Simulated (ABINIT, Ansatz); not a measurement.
# NdAl (Pm-3m): phonons by linear response, part 3 of 3

How does NdAl (Pm-3m) vibrate, and is this structure a minimum?

ABINIT 10.8.3; DFT PBEsol, scalar-relativistic, plane waves, PseudoDojo norm-conserving, 4f in core pseudopotentials (the lanthanide files made for PBE).

So far, highest frequency (cm⁻¹): step 7 (interpolated phonon bands) 250. The relaxed cell has a = 3.677 Å (conventional setting).

### Step 8. Sums over the zone

Sums over the zone need many more wavevectors than were solved, so the interpolation is sampled on a dense mesh.

Contents of anaddb.abi:

```
ddb_filepath "all_DDB"
output_file "anaddb.abo"
outdata_prefix "anaddb"
ifcflag 1
ngqpt 2 2 2
nqshft 1
q1shft 0.0 0.0 0.0
asr 1
chneut 0
dipdip 0
dipquad 0
quadquad 0
prtdos 2
ng2qpt 12 12 12
dosdeltae 4.5563e-06
ntemper 11
temperinc 100.0
tempermin 0.0
```

Started as:

```
$ OMP_NUM_THREADS=1 anaddb anaddb.abi > anaddb.log
```

Numbers of over 12 decimals in the logs are rounded to 6 here.

anaddb.abo, the main output file:

```text
-outvars_anaddb: echo values of input variables ----------------------

 Flags :
     ifcflag         1
 Miscellaneous information :
         asr         1
      chneut         0
 Interatomic Force Constants Inputs :
      dipdip         0
     dipquad         0
    quadquad         0
      ifcana         0
      ifcout         0
 Description of grid 1 :
        brav         1
       ngqpt         2         2         2
      nqshft         1
      q1shft
                     0.00000000E+00  0.00000000E+00  0.00000000E+00
 Phonon DOS information :
   dosdeltae  4.55630000E-06
    dossmear  4.55633525E-06
 Description of grid 2 (Fourier interp. or BZ sampling):
      ng2qpt        12        12        12
      ngrids         4
      q2shft         0.00000000E+00  0.00000000E+00  0.00000000E+00

================================================================================

 read the DDB information and perform some checks

  ==== Info on the Cryst% object ====
 Real(R)+Recip(G) space primitive vectors, cartesian coordinates (Bohr,Bohr^-1):
 R(1)=  6.9485652  0.0000000  0.0000000  G(1)=  0.1439146  0.0000000  0.0000000
 R(2)=  0.0000000  6.9485652  0.0000000  G(2)=  0.0000000  0.1439146  0.0000000
 R(3)=  0.0000000  0.0000000  6.9485652  G(3)=  0.0000000  0.0000000  0.1439146
 Unit cell volume ucvol=  3.3549451E+02 bohr^3
 Angles (23,13,12)=  9.00000000E+01  9.00000000E+01  9.00000000E+01 degrees
 Time-reversal symmetry is present
 Reduced atomic positions [iatom, xred, symbol]:
    1)    0.5000000  0.5000000  0.5000000  Nd
    2)    0.0000000  0.0000000  0.0000000  Al

 DDB file with 4 blocks has been read.

================================================================================

 Calculation of the interatomic forces

       Homogeneous q point set in the B.Z.
 Grid q points  :        8
  1)   0.00000000E+00  0.00000000E+00  0.00000000E+00
  2)   5.00000000E-01  0.00000000E+00  0.00000000E+00
  3)   0.00000000E+00  5.00000000E-01  0.00000000E+00
  4)   5.00000000E-01  5.00000000E-01  0.00000000E+00
  5)   0.00000000E+00  0.00000000E+00  5.00000000E-01
  6)   5.00000000E-01  0.00000000E+00  5.00000000E-01
  7)   0.00000000E+00  5.00000000E-01  5.00000000E-01
  8)   5.00000000E-01  5.00000000E-01  5.00000000E-01

 The interatomic forces have been obtained

================================================================================

 Calculation of phonon density of states

 Average speed of sound partial sums:     0.1336500187E-02 (at units)
-                                   =           2.9238 [km/s]

 Debye frequency from partial sums:     0.7497058070E-03 (Ha)
-                                 =     0.4932827243E+01 (THz)
-Debye temperature from partial sums:     0.2367383698E+03 (K)

 Average speed of sound:     0.1239025221E-02 (at units)
-                      =           2.7106 [km/s]

 Debye frequency from DOS:     0.6950275146E-03 (Ha)
-                        =     0.4573061362E+01 (THz)
-Debye temperature from DOS:     0.2194723307E+03 (K)

-
```

Elapsed: 0.57 s, on 1 thread of Arm Neoverse V2, shared host.

Numbers from this step:

* share of modes beyond 3i cm⁻¹ on the dense interpolated mesh: 0
* zero-point energy per atom: 28.1 meV
* heat capacity at 300 K: 23.63 J/(mol atoms K)
* vibrational entropy at 300 K: 38.04 J/(mol atoms K)

The phonon density of states has structure finer than the step of the table below, so its rows give means over 10 cm⁻¹, whole bins alone (the curve runs from -30 to 280 cm⁻¹). Peaks (cm⁻¹: height): 48.0: 0.0413, 70.0: 0.0502, 96.0: 0.0547, 210.0: 0.0750, 248.0: 0.107.

Tetrahedra. Phonon density of states against wavenumber; means over each step:

wavenumber (cm⁻¹), phonon density of states (1/cm⁻¹/cell) and a bar:
```
        0      0.000 
       10      0.000 
       20      0.002 #
       30      0.010 ####
       40      0.022 ##########
       50      0.036 ################
       60      0.030 #############
       70      0.045 ####################
       80      0.042 ##################
       90      0.038 ################
      100      0.043 ##################
      110      0.020 #########
      120      0.009 ####
      130      0.001 
      140      0.000 
      150      0.000 
      160      0.000 
      170      0.000 
      180      0.000 
      190      0.000 
      200      0.008 ###
      210      0.059 ##########################
      220      0.070 ##############################
      230      0.060 ##########################
      240      0.063 ###########################
      250      0.041 ##################
      260      0.000
```

Harmonic thermodynamic functions per atom, summed over the density of states scaled to three modes an atom; melting is ignored. Thermodynamic functions:

```tsv
T (K)	F_vib (meV/atom)	S (J/mol-atom/K)	C_V (J/mol-atom/K)
0	28.1	0	0
50	27.02	6.028	9.324
100	21.53	15	16.74
200	-1.62	28.72	22.17
300	-36.5	38.04	23.63
400	-79.65	44.93	24.19
500	-129.1	50.36	24.45
600	-183.7	54.83	24.6
700	-242.6	58.63	24.69
800	-305.1	61.93	24.75
900	-370.8	64.85	24.79
1000	-439.4	67.46	24.82
```

At 300 K the heat capacity has reached 95 % of the Dulong-Petit value.

### Step 9. Cross-check with Ansatz

A second program on the same cell, potentials, cutoff and meshes tests the implementation of the phonon response, not its convergence.

This step: DFT PBEsol, scalar-relativistic, plane waves, norm-conserving pseudopotentials, 4f in core (Ansatz 0.2.0).

Contents of input.yaml:

```yaml
crystal:
  lattice:
    - [3.6770223763, 0.0, 0.0]
    - [0.0, 3.6770223763, 0.0]
    - [0.0, 0.0, 3.6770223763]
  atoms:
    - { symbol: Nd, position: [0.5, 0.5, 0.5] }
    - { symbol: Al, position: [0.0, 0.0, 0.0] }
kpoints:
  mp_grid: { grid: [10, 10, 10] }
hamiltonian:
  xc: pbesol
  pseudopotentials:
    kind: nc
    azcp: { Nd: "pseudopotentials/pbe/nc/lanthanide_3plus/Nd.nc.azcp" }
    accuracy: standard
scf:
  occupations: { method: methfessel_paxton, width: 0.27211 }
output:
  eigenvalues: true
basis:
  ecutwfc: 598.65
phonons:
  method: dfpt
  qmesh: [2, 2, 2]
  temperatures: { t_max: 1000, t_step: 50 }
  qpath:
    path:
      - [[0.0, 0.0, 0.0], [0.0, 0.5, 0.0], [0.5, 0.5, 0.0], [0.0, 0.0, 0.0], [0.5, 0.5, 0.5], [0.0, 0.5, 0.0]]
      - [[0.5, 0.5, 0.5], [0.5, 0.5, 0.0]]
    npoints: 10
```

Started as:

```
$ ansatz run input.yaml --threads 4 --pin off --max-ram 8192MiB --backend cpu --events-out ev --progress --plain --runs-dir out
```

The program printed:

```text
Warning: basis.ecutwfc = 598.65 eV is below the records' recommended 653.07327 eV, and the density's cutoff is lower with it unless basis.ecutrho_ratio is high enough to keep the records' density cutoff: compare with a run at a higher cutoff
Warning: <dir> the record states the generating functional pbe (its physics header spells it `PBE`), which answers neither for hamiltonian.xc's functional nor for the pbesol family's — results may be inconsistent (PPs are generated against a specific XC)
Engine: ansatz 0.2.0, aarch64-unknown-linux-gnu
Pseudopotentials: kind: nc
Pseudopotential: Nd, nc, valence charge 11, recommended cutoff 653.07327 eV (normal), <dir>
Pseudopotential: Al, nc, valence charge 3, recommended cutoff 544.227725 eV (normal), Al.nc.azcp (PseudoDojo's, or run here from an input of PseudoDojo's; its table is named by hamiltonian.pseudopotentials.accuracy)
Functional definition: PBEsol
  exchange = pbesol_x
  correlation = pbesol_c
Crystal: 2 atoms, lattice volume = 49.715 Å³
Basis set: ecut = 598.65 eV, 1647 PW (Γ), exchange–correlation on 60×60×60 points (8 copies of the dense FFT grid, shifted against one another)
Bands: 11, of which v1, the nominal top of the filled ones, is band 7 counted from 1 (6 counted from 0)
Symmetry: 48 space group operations
k-points: 56 of 1000
Non-local potential: Nd, projectors of the file, l = 0: 2, l = 1: 2, l = 2: 2, l = 3: 1
Non-local potential: Al, projectors of the file, l = 0: 2, l = 1: 2, l = 2: 2
Initial density: superposition of atomic densities (chi_scale 0.1, normalization cell, long waves kept (reshape's long-wave potential 0.00 eV rms))
Initial wavefunctions: pseudopotential atomic-orbital guess
Functional: x = pbesol(κ = 0.804, μ = 0.123457), c = pbesol(β = 0.046)
SCF iter   1: F=—  HF=-1101.784030 eV  |F-HF|=—  |Δ(HF+E_count)|=         —  Δρ=1.55e-2  dr2=1.49e-1  ethr=3.10e-3  ⟨swp⟩=5.0  Hψ=3415  notcnv=0
preconditioner: auto → none  [metal: Δε(μ)=0.004 eV  Ē_g=4.995 eV  σ=0.272 eV  W_gap=0.01  n_scr=6 (ndim 8)  ℏωp=12.9 eV  f_vac=0.000  D(μ)=0.52/eV (n_scr^D=0)  sad-step TF]
SCF iter   2: F=—  HF=-1101.750943 eV  |F-HF|=—  |Δ(HF+E_count)|=   3.31e-2  S|Δr|=    0.00e0  Δρ=9.79e-3  dr2=6.19e-2  ethr=1.07e-3  ⟨swp⟩=1.0  Hψ=1066  notcnv=0
SCF iter   3: F=—  HF=-1101.726088 eV  |F-HF|=—  |Δ(HF+E_count)|=   2.49e-2  S|Δr|=    0.00e0  Δρ=7.06e-4  dr2=2.03e-4  ethr=4.42e-4  ⟨swp⟩=2.7  Hψ=966  notcnv=0
SCF iter   4: F=—  HF=-1101.726031 eV  |F-HF|=—  |Δ(HF+E_count)|=   5.69e-5  S|Δr|=    0.00e0  Δρ=2.85e-4  dr2=9.74e-5  ethr=1.45e-6  ⟨swp⟩=2.5  Hψ=1083  notcnv=0
SCF iter   5: F=—  HF=-1101.725997 eV  |F-HF|=—  |Δ(HF+E_count)|=   3.46e-5  S|Δr|=    0.00e0  Δρ=5.27e-5  dr2=6.77e-7  ethr=6.96e-7  ⟨swp⟩=2.8  Hψ=1031  notcnv=0
SCF iter   6: F=—  HF=-1101.725997 eV  |F-HF|=—  |Δ(HF+E_count)|=   6.46e-7  S|Δr|=    0.00e0  Δρ=1.18e-5  dr2=2.44e-8  ethr=4.83e-9  ⟨swp⟩=2.2  Hψ=941  notcnv=0
SCF iter   7: F=—  HF=-1101.725997 eV  |F-HF|=—  |Δ(HF+E_count)|=   1.90e-8  S|Δr|=    0.00e0  Δρ=1.34e-6  dr2=5.90e-10  ethr=1.74e-10  ⟨swp⟩=2.5  Hψ=1033  notcnv=0
SCF iter   8: F=—  HF=-1101.725997 eV  |F-HF|=—  |Δ(HF+E_count)|=  1.89e-10  S|Δr|=    0.00e0  Δρ=1.73e-7  dr2=1.32e-11  ethr=4.21e-12  ⟨swp⟩=2.0  Hψ=1012  notcnv=0
SCF iter   9: F=-1101.725997 eV  HF=-1101.725997 eV  |F-HF|=2.27e-13  |Δ(HF+E_count)|=  5.91e-12  S|Δr|=    0.00e0  Δρ=7.79e-9  dr2=1.36e-14  ethr=1.00e-12  ⟨swp⟩=6.7  Hψ=3112  notcnv=0
SCF 1 converged in 9 iterations: F = -1101.725997 eV  dr2 = 1.36e-14
Initial density: read from a saved state, or passed on in memory by an earlier SCF of this step, an earlier step, the calling program or the single point that the run made first
iter 1 solved again at ethr=3.44e-8 eV; its pass at ethr=3.10e-3 eV (dr2=4.81e-6 eV) is discarded
SCF iter   1: F=—  HF=-1101.725997 eV  |F-HF|=—  |Δ(HF+E_count)|=         —  Δρ=1.89e-7  dr2=1.22e-11  ethr=3.44e-8  ⟨swp⟩=4.4  Hψ=5959  notcnv=0
eigensolver tolerance schedule: the retry pair's looser diagonalisation over-reported the residual by 395925.77 of it (diagonalisation noise at an unbounded share of the residual, at the tolerance the schedule requests for it); recorded, not acted on — ethr = c·dr2/N_el stays at c = 1.0e-1
preconditioner: auto → none  [metal: Δε(μ)=0.070 eV  Ē_g=5.001 eV  σ=0.272 eV  W_gap=0.21  n_scr=6 (ndim 8)  ℏωp=12.9 eV  f_vac=0.000  D(μ)=0.51/eV (n_scr^D=0)]
SCF iter   2: F=—  HF=-1101.725997 eV  |F-HF|=—  |Δ(HF+E_count)|=   6.61e-7  S|Δr|=    0.00e0  Δρ=1.22e-7  dr2=9.07e-12  ethr=1.00e-12  ⟨swp⟩=3.3  Hψ=3108  notcnv=0
SCF iter   3: F=-1101.725997 eV  HF=-1101.725997 eV  |F-HF|=9.09e-13  |Δ(HF+E_count)|=  1.82e-12  S|Δr|=    0.00e0  Δρ=6.95e-8  dr2=2.06e-12  ethr=1.00e-12  ⟨swp⟩=1.0  Hψ=1464  notcnv=0
SCF 2 converged in 3 iterations: F = -1101.725997 eV  dr2 = 2.06e-12
phonons: the bands overlap, so this run is a metal and interpolates without the dipole-dipole term. If the crystal is really an insulator or semiconductor, its LO-TO splitting is missing
NSCF: frozen V_eff on 56 k-points
WARN: eigensolver did not converge in 8 slots of this pass, the one above among them; of largest residual over every band (k=36): 1 band(s) unlocked (lowest unlocked band 10, counted from 0; max residual 2.22e-3 eV among the unlocked bands, 2.22e-3 eV over every band); of lowest unlocked band (k=10): band 10
NSCF: frozen V_eff on 126 k-points
DFPT response loops at q = (0, 0, 0) (fractional): preconditioner auto → Kerker (q_TF=auto, 2.209 Å⁻¹) (partly filled bands, converged f_vac=0.000); β = 1.00, the filter's whole step (`scf.mixing.beta` (0.50) is not read by the response loops under this deck's `scf.mixing.preconditioner`; to damp them name `kerker` or `kerker_dos`, under which they read `scf.mixing.beta`, and type it under 1.00, their step now; both keys bind the ground state too); Broyden in place of MSR1
NSCF: frozen V_eff on 432 k-points
DFPT response loops at q = (0, 0, -0.5) (fractional): mixed as the last ones told, above
NSCF: frozen V_eff on 432 k-points
DFPT response loops at q = (0, -0.5, -0.5) (fractional): mixed as the last ones told, above
NSCF: frozen V_eff on 252 k-points
DFPT response loops at q = (-0.5, -0.5, -0.5) (fractional): mixed as the last ones told, above
SCF converged after 9 iterations
Stability not checked: this state was not tested for a lower state beside it, because cold or Methfessel-Paxton smearing, or corrected tetrahedra, fill the levels in a way that the test cannot read (fill_not_monotonic; see scf.lower_state_search)
Free energy (F): -1101.725997 eV
Harris-Foulkes:  -1101.725997 eV  (|F-HF|=2.27e-13)
Internal energy: -1101.731659 eV  (E = F + TS)
E sigma→0 (E₀):  -1101.727413 eV
Entropy (-TS):   0.005661 eV (2.831 meV/atom)
Fermi energy:    9.983915 eV
--- Per-component energies (eV) ---
  E_band       = -63.606079
  E_kinetic    = 262.831887
  E_local      = -460.465574  (includes V_loc(G=0)·N_el)
  E_nonlocal   = 63.756623
  E_hartree    = 139.514648
  E_xc         = -281.506536
  E_vxc        = -208.758311  (∫ρ·V_xc dr)
  E_ewald      = -825.862706
  E_smearing   = 0.005661  (= −TS)
  E_closure    = -0.000000  (closes the sum)
  Σ components = -1101.725997   (vs F -1101.725997, Δ=0.00e0)
--- Band table (eV; the first three rows and the last of 56) ---
  k-point 0: bands = [... 3 lower, -8.5689, 2.8585, 8.9971, 8.9971, 13.4411, 13.4411, 13.4411, 14.0225]
  k-point 1: bands = [... 3 lower, -8.5630, 3.0142, 9.0174, 9.0724, 12.7056, 12.7056, 13.1350, 14.0695]
  k-point 2: bands = [... 3 lower, -8.5472, 3.4548, 8.8319, 9.2859, 11.8506, 11.8506, 12.9270, 14.1981]
  k-point 55: bands = [... 3 lower, -9.0055, 7.1860, 7.1860, 7.1860, 8.1984, 14.8937, 14.8937, 14.8937]
--- Phonons (Γ-DFPT): 2 representative perturbations + reference (Σ response iterations 5) ---
  ASR residual: 1.018e-5 → 0.000e0 eV/Å²; symmetrization residual: 5.264e-7 eV/Å²
  ASR residual per site (eV/Å²): 1.02e-5 8.67e-7
  Γ frequencies (cm⁻¹): 0.00 0.00 0.00 207.26 207.26 207.26
--- Phonons (arbitrary-q DFPT): 4 irreducible q on the 2×2×2 mesh ---
  q = [0.0000, 0.0000, 0.0000] (star 1, of the zone-centre solve; hermiticity 2.93e-7, symmetrization 7.17e-15): -0.00 0.00 0.00 207.26 207.26 207.26
  q = [0.0000, 0.0000, -0.5000] (star 3, 4 solved perturbations in 684 linear systems a pass and spin channel, the states on 216 of 1000 k-point pairs; hermiticity 5.37e-14, symmetrization 4.02e-15, the responses' own estimated error 1.6e-4 eV/Å²): 82.14 82.14 130.73 206.58 206.58 216.17
  q = [0.0000, -0.5000, -0.5000] (star 3, 4 solved perturbations in 684 linear systems a pass and spin channel, the states on 216 of 1000 k-point pairs; hermiticity 4.81e-7, symmetrization 2.81e-14, the responses' own estimated error 1.6e-4 eV/Å²): 18.03 18.03 60.12 223.77 249.77 249.77
  q = [-0.5000, -0.5000, -0.5000] (star 1, 2 solved perturbations on 126 of 1000 k-point pairs; hermiticity 1.90e-13, symmetrization 2.18e-13, the responses' own estimated error 1.3e-4 eV/Å²): 129.17 129.17 129.17 247.93 247.93 247.93
  sum rule: each row above includes the acoustic sum rule's correction from the zone centre's row sums; it moved no ω² by more than (0.14 cm⁻¹)²
  mesh force constants: q→R imaginary residual 3.18e-17; ASR residual 1.018e-5 → 0.000e0 eV/Å²; symmetrization residual 6.217e-15 eV/Å²
  interpolated dispersion: 62 rows × 6 modes
  density of states and harmonic sums: on the 18×18×18 q-mesh, interpolated from the force constants of a 2×2×2 supercell (no non-analytic term)
  largest difference from the sums on the solved wave vectors: F 2.89e-2 eV, S 6.12e-5 and C_V 3.23e-5 eV/K
  zero-point energy: 0.056126 eV/cell   skipped modes (ω ≤ 0): 3   left out of the sums: 8.57e-5 of the cell's modes: C_V's classical limit lies that fraction below 3 k_B per atom; for a crystal, a wire or a layer, F and S can be off by more, and a phonons.interpolated_qmesh denser along its periods is the remedy for the sampling
```

Wall time 25 s (4 threads); peak memory 0.73 GiB; 96 s of CPU time.

Read from the output:

- sum-rule residual before enforcement: 1.02e-5 eV/Å²
- mean frequency: 150.9 cm⁻¹
- Debye temperature (second moment): 316 K
- logarithmic mean frequency: 126.3 cm⁻¹
- highest optical zone-centre mode (no LO-TO term): 207.3 cm⁻¹
- lowest optical zone-centre mode: 207.3 cm⁻¹
- lowest mode on the q mesh (acoustic ones at the zone centre apart): 18.03 cm⁻¹
- zero-point energy per atom: 28.06 meV
- vibrational entropy at 300 K: 38.12 J/(mol atoms K)

### Step 10. The two compared: ABINIT PseudoDojo and Ansatz, PseudoDojo

Numbers from this step:

```
root-mean-square difference             : 0.04 cm⁻¹
largest difference                      : 0.09 cm⁻¹
root-mean-square difference on the path : 0 cm⁻¹
largest difference on the path          : 0.1 cm⁻¹
```

The interpolated bands of the two lie on top of each other.

At the solved wavevectors the largest difference (acoustic modes at Γ apart) is 0.04 % of the highest mode.

### Step 11. Summary of results

```
space group after relaxation                                       : Pm-3m
volume per atom                                                    : 24.9 Å³
highest optical zone-centre mode (no LO-TO term)                   : 207.2 cm⁻¹
q mesh                                                             : 2×2×2
lowest mode on the q mesh (acoustic ones at the zone centre apart) : 18.1 cm⁻¹
zero-point energy per atom                                         : 28.1 meV
heat capacity at 300 K                                             : 23.6 J/(mol atoms K)
vibrational entropy at 300 K                                       : 38.0 J/(mol atoms K)
imaginary modes on the q mesh                                      : none
largest difference from Ansatz, PseudoDojo                         : 0.09 cm⁻¹
```

NdAl (Pm-3m) is dynamically stable on the 2×2×2 mesh; its spectrum reaches 250 cm⁻¹. At the PBEsol level the optical modes of NdAl (Pm-3m) at the zone centre lie at 207 cm⁻¹. ABINIT PseudoDojo and Ansatz, PseudoDojo agree to 0.09 cm⁻¹ (0.04 % of the highest mode compared) on all solved modes but the acoustic ones at Γ, without the LO-TO term. These are harmonic frequencies at zero temperature: anharmonic shifts and linewidths and thermal expansion are left out. Spin-orbit coupling is left out, which can matter for the heavy elements here. In a metal the frequencies hang on the k mesh and the smearing, most of all near Kohn anomalies. The 4f electrons are frozen in the core as for a trivalent ion, in files made for PBE, so their moments and any magnetic order are left out. Ansatz warns that the cutoff lies 8 % under the one recommended for these files; agreement at one cutoff is not convergence. The q mesh stands for a supercell only 7.4 Å across, so branches between the solved wavevectors are rough.

[Host names and launcher messages were left out of these logs when they were recorded.]

[Logs are printed without paths, hosts, clocks, repeated set-up lines and the standing remarks that a program may print on its own settings, such as how far it seeks lower states.]

[Hosts, paths, dates, database ids (printed as entryN), source tags and the programs' standing remarks are cut or masked in the printed files.]
